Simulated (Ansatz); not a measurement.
**Phonons of Ta3BiC antiperovskite**

Question: is the lattice of Ta3BiC antiperovskite stable, and if so, what are its coupling constant and resistivity?

Calculated with Ansatz 0.2.0; DFT PBE, scalar-relativistic, plane waves, PAW.

This is a report of a sequence of runs, with most program output left out.

The structure was built from a prototype and need not be the compound's stable phase.

### Step 1. The starting structure

It takes space group Pm-3m (No. 221, cubic). Conventional cell: a = 4.544 Å, b = 4.544 Å, c = 4.544 Å, α = 90.00°, β = 90.00°, γ = 90.00°. Nearest to Bi lie 12 Ta at 3.21 Å. Nearest to Ta lie 2 C at 2.27 Å and 8 Ta at 3.21 Å and 4 Bi at 3.21 Å. Nearest to C lie 6 Ta at 2.27 Å. Farther neighbours are not listed.

### Step 2. Rough relaxation

The start is far from rest, so a relaxation with loose thresholds does the first part.

Contents of input.yaml:

```yaml
crystal:
  lattice:
    - [4.54356, 0.0, 0.0]
    - [0.0, 4.54356, 0.0]
    - [0.0, 0.0, 4.54356]
  atoms:
    - { symbol: Bi, position: [0.0, 0.0, 0.0] }
    - { symbol: Ta, position: [0.5, 0.5, 0.0] }
    - { symbol: Ta, position: [0.5, 0.0, 0.5] }
    - { symbol: Ta, position: [0.0, 0.5, 0.5] }
    - { symbol: C, position: [0.5, 0.5, 0.5] }
kpoints:
  mp_grid: { grid: [4, 4, 4] }
hamiltonian:
  xc: pbe
scf:
  occupations: { method: gaussian, width: 0.1 }
output:
  forces: true
  stress: true
  eigenvalues: true
relax:
  adjacent_minimum: "off"
  f_tol: 0.05
  max_steps: 80
  cell: { stress_tol: 0.5 }
```

Started as:

```console
ansatz run input.yaml --threads 4 --pin off --max-ram 16384MiB --backend cpu --events-out ev --progress --plain --runs-dir out
```

Run time: 3.2 s. Hardware: 4 threads of Arm Neoverse V2, shared host; peak memory 0.41 GiB; 9.7 s of CPU time.

Step by step:

```
step  energy less that of the first step (eV)  largest force component (eV/Å)  pressure (GPa)  volume (Å³)
   1                                   0.0000                          0.0000          -14.56        93.80
   2                                  -0.2883                          0.0000           11.05        80.74
   3                                  -0.4261                          0.0000           -1.46        85.90
   4                                  -0.4298                          0.0000           -0.13        85.24
  5*                                  -0.4258                          0.0000           -0.18        85.24
```

Relaxation steps marked * repeat the geometry before them on a plane-wave basis chosen anew for their cell, so energy and pressure can jump there.

Forces are held to the 48 operations that the run works with; a distortion that breaks them can't arise in this run.

| conventional cell, symmetrised | before | after | change |
| --- | --- | --- | --- |
| a (Å) | 4.544 | 4.401 | -3.1 % |
| b (Å) | 4.544 | 4.401 | -3.1 % |
| c (Å) | 4.544 | 4.401 | -3.1 % |
| volume (Å³/atom) | 18.76 | 17.05 | -9.1 % |

Numbers from this step:

```
pressure          : -0.1808 GPa
volume per atom   : 17.05 Å³
metallic on mesh  : yes
gap on the k-mesh : 0 eV
```

The largest force is now zero by symmetry and the largest stress component 0.18 GPa.

### Step 3. Relaxing cell and atoms

Lattice constant and positions set the bands and the force constants, so the cell is relaxed first.

input.yaml, the sections that differ from step 2:

```yaml
crystal:
  lattice:
    - [4.4009836943, 0.0, 0.0]
    - [0.0, 4.4009836943, 0.0]
    - [0.0, 0.0, 4.4009836943]
  atoms:
    - { symbol: Bi, position: [0.0, 0.0, 0.0] }
    - { symbol: Ta, position: [0.5, 0.5, 0.0] }
    - { symbol: Ta, position: [0.5, 0.0, 0.5] }
    - { symbol: Ta, position: [0.0, 0.5, 0.5] }
    - { symbol: C, position: [0.5, 0.5, 0.5] }
kpoints:
  mp_grid: { grid: [6, 6, 6] }
relax:
  adjacent_minimum: "off"
  f_tol: 0.005
  max_steps: 80
  cell: { stress_tol: 0.05 }
# hamiltonian, scf, output: as in step 2
```

Run time: 3.6 s. Hardware: 4 threads; peak memory 0.44 GiB; 12 s of CPU time.

The steps of the relaxation:

```csv
step,energy less that of the first step (eV),largest force component (eV/Å),pressure (GPa),volume (Å³)
1,0.0000,0.0000,-0.64,85.24
2,-0.0002,0.0000,0.75,84.60
3,-0.0008,0.0000,0.00,84.94
4,-0.0005,0.0000,-0.01,84.94
```

The log counts 1 steps on a newly chosen plane-wave basis, not all of them marked here; energy and pressure can jump at such steps. Relaxation step 2 was tried and not accepted.

```
conventional cell, symmetrised  before  after  change
                         a (Å)   4.401  4.396  -0.1 %
                         b (Å)   4.401  4.396  -0.1 %
                         c (Å)   4.401  4.396  -0.1 %
              volume (Å³/atom)   17.05  16.99  -0.3 %
```

The relaxed structure:

```cif
data_structure
_symmetry_space_group_name_H-M 'P 1'
_symmetry_Int_Tables_number 1
_cell_length_a 4.3959
_cell_length_b 4.3959
_cell_length_c 4.3959
_cell_angle_alpha 90.000
_cell_angle_beta 90.000
_cell_angle_gamma 90.000
_cell_volume 84.94
loop_
_atom_site_label
_atom_site_type_symbol
_atom_site_fract_x
_atom_site_fract_y
_atom_site_fract_z
_atom_site_occupancy
Bi1 Bi 0.00000 0.00000 0.00000 1
Ta2 Ta 0.50000 0.50000 0.00000 1
Ta3 Ta 0.50000 0.00000 0.50000 1
Ta4 Ta 0.00000 0.50000 0.50000 1
C5 C 0.50000 0.50000 0.50000 1
```

Numbers from this step:

```
pressure        : -0.006459 GPa
volume per atom : 16.99 Å³
```

The largest force is now zero by symmetry and the largest stress component 0.0065 GPa, small enough for phonons.

### Step 4. Lattice stability: q 2×2×2, k 4×4×4

Couplings are defined for a stable lattice alone, so phonons come first.

Contents of input.yaml:

```yaml
crystal:
  lattice:
    - [4.3958763073, 0.0, 0.0]
    - [0.0, 4.3958763073, 0.0]
    - [0.0, 0.0, 4.3958763073]
  atoms:
    - { symbol: Bi, position: [0.0, 0.0, 0.0] }
    - { symbol: Ta, position: [0.5, 0.5, 0.0] }
    - { symbol: Ta, position: [0.5, 0.0, 0.5] }
    - { symbol: Ta, position: [0.0, 0.5, 0.5] }
    - { symbol: C, position: [0.5, 0.5, 0.5] }
kpoints:
  mp_grid: { grid: [4, 4, 4] }
hamiltonian:
  xc: pbe
scf:
  occupations: { method: methfessel_paxton, width: 0.2 }
output:
  eigenvalues: true
phonons:
  method: dfpt
  qmesh: [2, 2, 2]
  temperatures: { t_max: 1000, t_step: 50 }
  qpath:
    path:
      - [[0.0, 0.0, 0.0], [0.0, 0.5, 0.0], [0.5, 0.5, 0.0], [0.0, 0.0, 0.0], [0.5, 0.5, 0.5], [0.0, 0.5, 0.0]]
      - [[0.5, 0.5, 0.5], [0.5, 0.5, 0.0]]
    npoints: 10
```

Elapsed: 49 s, on 4 threads; peak memory 0.65 GiB; 3.1 min of CPU time.

Numbers from this step:

| Quantity | Value |
| --- | --- |
| share of imaginary modes in the plain interpolation between solved wavevectors | 0.1642 |
| highest frequency, solved or plainly interpolated | 591.1 cm⁻¹ |

Solved on the 2×2×2 mesh alone; all other wavevectors are interpolated. The phonon branches at the labelled points (cm⁻¹):

```csv
point,branch 1,branch 2,branch 3,branch 4,branch 12,branch 13,branch 14,branch 15
Γ,0,0,0,95,127,591,591,591
halfway,-45,-45,58,64,118,549,578,578
X,-69,-69,-35,-35,123,503,565,565
halfway,-60,-53,35,36,124,484,519,545
M,-59,-40,66,66,135,465,465,525
halfway,-54,-21,54,70,112,534,534,562
Γ,0,0,0,95,127,591,591,591
halfway,-26,-26,16,54,114,516,516,516
R,-88,-88,-88,69,162,413,413,413
halfway,-57,-50,-42,50,130,463,497,498
X,-69,-69,-35,-35,123,503,565,565
jump to R,-88,-88,-88,69,162,413,413,413
halfway,-75,-54,-54,19,146,440,440,475
M,-59,-40,66,66,135,465,465,525
```

Lowest modes at the softest wavevector of the mesh. The modes at q = (0.500, 0.500, 0.500) (shares of kinetic energy by element, %) (negative means imaginary):

```csv
mode,frequency (cm⁻¹),Bi %,Ta %,C %
1,-88.0,0,100,0
2,-88.0,0,100,0
3,-88.0,0,100,0
4,68.7,0,100,0
5,68.7,0,100,0
6,72.1,68,32,0
```

Displacements in mode 1 (-88.0 cm⁻¹), the largest set to 1, in the home cell:
```
Bi1  0.00  0.00  0.00
Ta2 -1.00  0.41  0.00
Ta3  0.06  0.00 -0.41
Ta4  0.00 -0.06  1.00
C5   0.00  0.00  0.00
```

Displacements in mode 6 (72.1 cm⁻¹), the largest set to 1, in the home cell:
```
Bi1 -0.23  1.00 -0.24
Ta2  0.52 -0.12  0.00
Ta3 -0.13  0.00 -0.12
Ta4  0.00 -0.13  0.52
C5   0.00  0.00  0.00
```

Among the solved wavevectors the lowest mode, translations apart, is -88 cm⁻¹, imaginary.

### Step 5. Phonons by linear response: q 2×2×2, k 6×6×6

An imaginary mode on so few k-points may come from the sampling, so the phonons are repeated with another k mesh.

input.yaml: that of step 4 with these lines changed.

```diff
@@ -12,3 +12,3 @@
 kpoints:
-  mp_grid: { grid: [4, 4, 4] }
+  mp_grid: { grid: [6, 6, 6] }
 hamiltonian:
```

The mesh is denser.

Elapsed: 98 s, on 4 threads; peak memory 0.89 GiB.

Numbers from this step:

* share of imaginary modes in the plain interpolation between solved wavevectors: 0.2165
* highest frequency, solved or plainly interpolated: 589.9 cm⁻¹

Solved on the 2×2×2 mesh alone; all other wavevectors are interpolated. The phonon branches at the labelled points (cm⁻¹):

```
    point  branch 1  branch 2  branch 3  branch 4  branch 12  branch 13  branch 14  branch 15
        Γ         0         0         0        90        123        590        590        590
  halfway       -43       -43        22        30        113        499        572        572
        X      -101       -80       -60       -60        115        387        554        554
  halfway       -78       -65       -36       -16        119        426        512        538
        M       -74       -68        39        57        134        464        464        521
  halfway       -54       -48        22        34        104        506        506        555
        Γ         0         0         0        90        123        590        590        590
  halfway       -34       -26       -26        20        101        498        498        499
        R       -80       -80       -80        68        148        402        402        402
  halfway       -68       -60       -38        31        123        430        491        491
        X      -101       -80       -60       -60        115        387        554        554
jump to R       -80       -80       -80        68        148        402        402        402
  halfway       -77       -52       -52       -36        137        434        434        468
        M       -74       -68        39        57        134        464        464        521
```

Lowest modes at the softest wavevector of the mesh. The modes at q = (0.000, 0.500, 0.000) (shares of kinetic energy by element, %) (negative means imaginary):

```
mode  frequency (cm⁻¹)  Bi %  Ta %  C %
   1            -100.6     0    92    8
   2             -80.1     0   100    0
   3             -60.4     0    94    6
   4             -60.4     0    94    6
   5             -51.9    10    90    0
   6             -51.9    10    90    0
```

Displacements in mode 1 (-100.6 cm⁻¹), the largest set to 1, in the home cell:
```
Bi1  0.00  0.00  0.00
Ta2  0.00 -0.61  0.00
Ta3  0.00  0.00  0.00
Ta4  0.00 -0.61  0.00
C5   0.00  1.00  0.00
```

Displacements in mode 2 (-80.1 cm⁻¹), the largest set to 1, in the home cell:
```
Bi1  0.00  0.00  0.00
Ta2  0.00 -1.00  0.00
Ta3  0.00  0.00  0.00
Ta4  0.00  1.00  0.00
C5   0.00  0.00  0.00
```

The modes has structure finer than the step of the table below, so its rows give means over 20 cm⁻¹, whole bins alone (the curve runs from -109 to 618 cm⁻¹). Peaks (cm⁻¹: height): Bi 96.9: 0.0972; C 476.0: 0.0203, 512.5: 0.0258, 544.5: 0.0238; Ta -58.4: 0.0586, 78.6: 0.0732.

Phonopy on the run's constants, 13x13x13 mesh, Gaussian sigma 5.2 cm⁻¹. Table of modes by wavenumber; means over each step; values in 1/cm⁻¹/cell:

```csv
wavenumber (cm⁻¹),Bi,C,Ta
-80,6.5e-5,3.4e-4,0.0261
-60,9.2e-4,0.00162,0.0571
-40,0.00250,0.00105,0.0440
-20,0.00214,3.7e-4,0.0215
0,8.0e-4,1.3e-4,0.00863
20,0.00194,6.2e-4,0.0257
40,0.00483,6.9e-4,0.0446
60,0.0104,6.9e-4,0.0567
80,0.0407,0.00103,0.0684
100,0.0743,5.3e-4,0.0536
120,0.0111,3.6e-4,0.0289
140,1.0e-4,7.6e-5,0.00643
160,0,4.2e-7,1.4e-4
180,0,0,0
200,0,0,0
220,0,0,0
240,0,0,0
260,0,0,0
280,0,0,0
300,0,0,0
320,0,0,0
340,0,0,0
360,0,0,0
380,0,1.8e-4,1.5e-5
400,6.2e-7,0.00273,1.3e-4
420,1.3e-5,0.0100,3.0e-4
440,2.9e-5,0.0180,4.6e-4
460,2.7e-5,0.0185,6.0e-4
480,1.6e-5,0.0175,8.4e-4
500,1.0e-5,0.0148,8.8e-4
520,4.7e-6,0.0200,0.00135
540,0,0.0221,0.00158
560,0,0.0136,9.6e-4
580,0,0.00480,3.2e-4
600,0,2.5e-4,1.4e-5
```

No LO-TO term; unit eigenvectors of the mass-weighted matrix. Modes at Γ, with each element's share of the kinetic energy:

| mode | frequency (cm⁻¹) | symmetry | Bi % | Ta % | C % |
| --- | --- | --- | --- | --- | --- |
| 1 | 0.0 | T1u | 27 | 71 | 2 |
| 2 | 0.0 | T1u | 27 | 71 | 2 |
| 3 | 0.0 | T1u | 27 | 71 | 2 |
| 4 | 90.4 | unnamed | 0 | 100 | 0 |
| 5 | 90.4 | unnamed | 0 | 100 | 0 |
| 6 | 90.4 | unnamed | 0 | 100 | 0 |
| 7 | 92.1 | unnamed | 23 | 73 | 4 |
| 8 | 92.1 | unnamed | 23 | 73 | 4 |
| 9 | 92.1 | unnamed | 23 | 73 | 4 |
| 10 | 122.6 | T1u | 50 | 50 | 0 |
| 11 | 122.6 | T1u | 50 | 50 | 0 |
| 12 | 122.6 | T1u | 50 | 50 | 0 |
| 13 | 589.9 | T1u | 0 | 6 | 94 |
| 14 | 589.9 | T1u | 0 | 6 | 94 |
| 15 | 589.9 | T1u | 0 | 6 | 94 |

Displacements in mode 5 (90.4 cm⁻¹), the largest set to 1:
```
Bi1  0.00  0.00  0.00
Ta2 -0.56  0.03  0.00
Ta3  0.56  0.00 -1.00
Ta4  0.00 -0.03  1.00
C5   0.00  0.00  0.00
```

Displacements in mode 13 (589.9 cm⁻¹), the largest set to 1:
```
Bi1  0.00  0.00  0.00
Ta2  0.00  0.00  0.01
Ta3  0.00  0.00  0.00
Ta4 -0.06  0.00  0.00
C5   1.00 -0.05 -0.18
```

Among the solved wavevectors the lowest mode, translations apart, is -101 cm⁻¹, imaginary.

### Step 6. Phonons: Fermi–Dirac smearing of 0.3 eV

The phonons are repeated on the same meshes with a wide Fermi–Dirac smearing, to see whether the soft mode comes from sharp features of the Fermi surface.

input.yaml: that of step 5 with these lines changed.

```diff
@@ -16,3 +16,3 @@
 scf:
-  occupations: { method: methfessel_paxton, width: 0.2 }
+  occupations: { method: fermi_dirac, width: 0.3 }
 output:
```

Elapsed: 1.8 min, on 4 threads; peak memory 0.93 GiB.

This step gave:

```yaml
share_of_imaginary_modes_in_the_plain_interpolation_between_solved_wavevectors: 0.0532
highest_frequency_solved_or_plainly_interpolated: 585.4 cm⁻¹
```

Solved on the 2×2×2 mesh alone; all other wavevectors are interpolated. The phonon branches at the labelled points (cm⁻¹):

```
    point  branch 1  branch 2  branch 3  branch 4  branch 12  branch 13  branch 14  branch 15
        Γ         0         0         0        74        123        585        585        585
  halfway       -16       -16        62        66        118        564        581        581
        X       -26       -26        46        46        136        542        576        576
  halfway       -12         4        60        64        137        552        569        570
        M       -37        32        69        69        146        562        562        564
  halfway       -18        28        63        75        118        567        567        575
        Γ         0         0         0        74        123        585        585        585
  halfway        32        32        43        77        124        566        566        566
        R       -54       -54       -54        73        165        558        558        558
  halfway        -7        12        40        72        142        556        565        565
        X       -26       -26        46        46        136        542        576        576
jump to R       -54       -54       -54        73        165        558        558        558
  halfway       -46         9         9        75        153        560        560        561
        M       -37        32        69        69        146        562        562        564
```

Lowest modes at the softest wavevector of the mesh. The modes at q = (0.500, 0.500, 0.500) (shares of kinetic energy by element, %) (negative means imaginary):

```csv
mode,frequency (cm⁻¹),Bi %,Ta %,C %
1,-54.1,0,100,0
2,-54.1,0,100,0
3,-54.1,0,100,0
4,72.7,74,26,0
5,72.7,74,26,0
6,72.7,74,26,0
```

Displacements in mode 1 (-54.1 cm⁻¹), the largest set to 1, in the home cell (x, y, z of the real part, then of the imaginary part):
```
Bi1  0.00  0.00  0.00  0.00  0.00  0.00
Ta2 -0.39  0.04  0.00  0.16 -0.03  0.00
Ta3  1.00  0.00 -0.04  0.06  0.00  0.03
Ta4  0.00 -1.00  0.39  0.00 -0.06 -0.16
C5   0.00  0.00  0.00  0.00  0.00  0.00
```

Displacements in mode 6 (72.7 cm⁻¹), the largest set to 1, in the home cell:
```
Bi1  0.00 -0.24  1.00
Ta2 -0.11  0.00  0.00
Ta3  0.45  0.00  0.00
Ta4  0.00  0.45 -0.11
C5   0.00  0.00  0.00
```

Among the solved wavevectors the lowest mode, translations apart, is -54.1 cm⁻¹, imaginary.

### Step 7. Results

```json
{
 "phonon run of the rows without a label of their own": "PBE, q 2×2×2, k 6×6×6",
 "softest mode on the q mesh": "-101 cm⁻¹ at q = (0, 0.5, 0)",
 "highest frequency, solved or plainly interpolated": "590 cm⁻¹"
}
```

What this shows: The lattice is dynamically unstable at this level: a mode at q = (0, 0.5, 0) is imaginary, 101i cm⁻¹, so no harmonic coupling constant or resistivity is defined for this structure. These meshes are coarse, and single modes of a metal can move by tens of cm⁻¹ with the k mesh. Spin–orbit coupling, left out here, matters for Bi and Ta. The phonon runs are not spin-polarised. The structure was built by hand as an ordered model, and its stability against other phases was not tested.

[Logs are printed without paths, hosts, clocks, repeated set-up lines and the standing remarks that a program may print on its own settings, such as how far it seeks lower states.]

[Hosts, paths, dates, database ids (printed as entryN), source tags and the programs' standing remarks are cut or masked in the printed files.]
